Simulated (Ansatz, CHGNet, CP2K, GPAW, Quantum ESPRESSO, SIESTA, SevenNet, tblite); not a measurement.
**Other levels on Rh(111)/Al(100) interface (85 atoms)**

The cell holds 85 atoms: 40 Rh and 45 Al. Its edges and angles: a = 14.274 Å, b = 9.186 Å, c = 11.727 Å, α = 90.0°, β = 90.0°, γ = 108.8°. Fcc Rh(111), 2 repeat layers, 20 surface cells, strained +0.31 and -1.39 %; fcc Al(100), 3 layers, 15 cells, -0.31 and +1.43 %; outer planes 2.75 Å apart and 2.74 Å at the second interface of the periodic stack; not relaxed, displaced by a Gaussian of 0.02 Å. Then every atom was moved at random, 0.03 Å r.m.s. a Cartesian component. Regions: Rh, 40 atoms (40 Rh); Al, 45 atoms (45 Al).

Geometry: as built.

The reference, a calculation:

```
method                 : Kohn-Sham DFT, PBE, SSSP efficiency 1.3.0 pseudopotentials, plane waves (Quantum ESPRESSO 7.5); sssp-pbe-1.3.0-efficiency, cutoffs 45/360 Ry, Γ point
r.m.s. force component : 0.6044 eV/Å
longest force          : 1.8 eV/Å
pressure               : -4.791 GPa
time                   : 4 min on 4 MPI ranks of Arm Neoverse V2, shared host
CPU time               : 16 min
```

**Question.** The same geometry is run in other programs. How far does each lie from the reference, and what does it cost?
- CP2K BLYP, DZVP-MOLOPT-SR, 350/50 Ry, diagonalisation (CP2K 2026.2; 4 MPI ranks)
- CP2K PBE+D3(BJ), DZVP-UZH, 350/50 Ry, diagonalisation (CP2K 2026.2; 4 MPI ranks)
- CHGNet 0.3.0 potential (CHGNet 0.3.0; 1 thread)
- CP2K PBE, DZVP-UZH, 350/50 Ry, diagonalisation (CP2K 2026.2; 4 MPI ranks)
- CP2K PBE, DZVP-MOLOPT (SR for Rh, Al), 350/50 Ry, diagonalisation (CP2K 2026.2; 4 MPI ranks)
- SIESTA PBE, SZP, shift 0.01 Ry, mesh 300 Ry (SIESTA 5.4.2; 2 MPI ranks)
- SIESTA PBE, DZP, shift 0.01 Ry, mesh 300 Ry (SIESTA 5.4.2; 2 MPI ranks)
- tblite GFN2-xTB (tblite 0.8.0; 1 thread)
- SIESTA PBE, DZ, shift 0.01 Ry, mesh 300 Ry (SIESTA 5.4.2; 1 thread)
- tblite IPEA1-xTB (tblite 0.8.0; 1 thread)

Differences are against the plane-wave reference, forces as r.m.s. over components; share is that over the reference's r.m.s. force, slope the least-squares factor from reference forces to these. Total energies of different programs have different zeros and aren't compared.

```tsv
run	Δ force, r.m.s. (meV/Å)	share (%)	slope	Δ pressure (GPa)	cores	CPU time	memory (GiB)
reference	-	-	-	-	4	16 min	4.0
CP2K BLYP, DZVP-MOLOPT-SR, 350/50 Ry, diagonalisation	208	34.4	1.152	6.66	4	29 min	4.8
CP2K PBE+D3(BJ), DZVP-UZH, 350/50 Ry, diagonalisation	26.0	4.31	1.020	-3.04	4	39 min	5.0
CHGNet 0.3.0 potential	257	42.5	1.314	-1.43	1	3.5 s	1.3
CP2K PBE, DZVP-UZH, 350/50 Ry, diagonalisation	29.9	4.94	1.017	0.875	4	39 min	4.9
CP2K PBE, DZVP-MOLOPT (SR for Rh, Al), 350/50 Ry, diagonalisation	44.6	7.38	1.041	0.855	4	30 min	4.7
SIESTA PBE, SZP, shift 0.01 Ry, mesh 300 Ry (coarse)	228	37.7	1.359	4.43	2	11 min	1.8
SIESTA PBE, DZP, shift 0.01 Ry, mesh 300 Ry	88.6	14.7	1.135	-0.0156	2	16 min	2.0
tblite GFN2-xTB	361	59.7	0.871	-5.97	1	25 s	0.17
SIESTA PBE, DZ, shift 0.01 Ry, mesh 300 Ry (coarse)	190	31.4	1.261	-0.749	1	5 min	1.1
tblite IPEA1-xTB	247	40.9	0.999	9.99	1	10 s	0.17
```

Rows marked coarse use a setting chosen to be so.

Times of the machine-learned potentials are mostly Python's start and the loading of weights.

CPU time is summed over cores on a shared host, where runs went side by side, so it is rough. Symmetry, cutoffs, thresholds, outputs and thread counts weren't matched or tuned between programs; memory under MPI is the largest rank's times the ranks.

The PBE runs in local orbitals, coarse settings apart, differ by 4.9 % (CP2K PBE, DZVP-UZH, 350/50 Ry, diagonalisation) to 15 % (SIESTA PBE, DZP, shift 0.01 Ry, mesh 300 Ry); basis, grid and potentials can all enter. Tight binding differs by 41 % (tblite IPEA1-xTB) to 60 % (tblite GFN2-xTB); it is another model, with fitted parameters of its own, and the xTB methods hold dispersion. Machine-learned potentials differ by 42 % (CHGNet 0.3.0 potential); they were trained on other programs' data. Rows with another functional or a dispersion term differ by 4.3 % (CP2K PBE+D3(BJ), DZVP-UZH, 350/50 Ry, diagonalisation) to 34 % (CP2K BLYP, DZVP-MOLOPT-SR, 350/50 Ry, diagonalisation), which mixes the change of model with differences of basis and potentials. Periodic xTB results under one method name differ between programs and library versions. The electron count is odd in these runs, and they have no spin polarisation, so the unpaired electron is spread evenly over both spins. Machine-learned potentials mimic data converged in k, so the reference's own k-point error enters their differences. The electronic-structure runs sample only Γ, in a cell whose shortest periodic width is 9 Å, which is coarse for a cell with partly filled levels.

[Long decimals in the printed logs are rounded to 6 places.]

[Logs are printed without paths, hosts, clocks, repeated set-up lines and the standing remarks that a program may print on its own settings, such as how far it seeks lower states.]

[Hosts, paths, dates, database ids (printed as entryN), source tags and the programs' standing remarks are cut or masked in the printed files.]
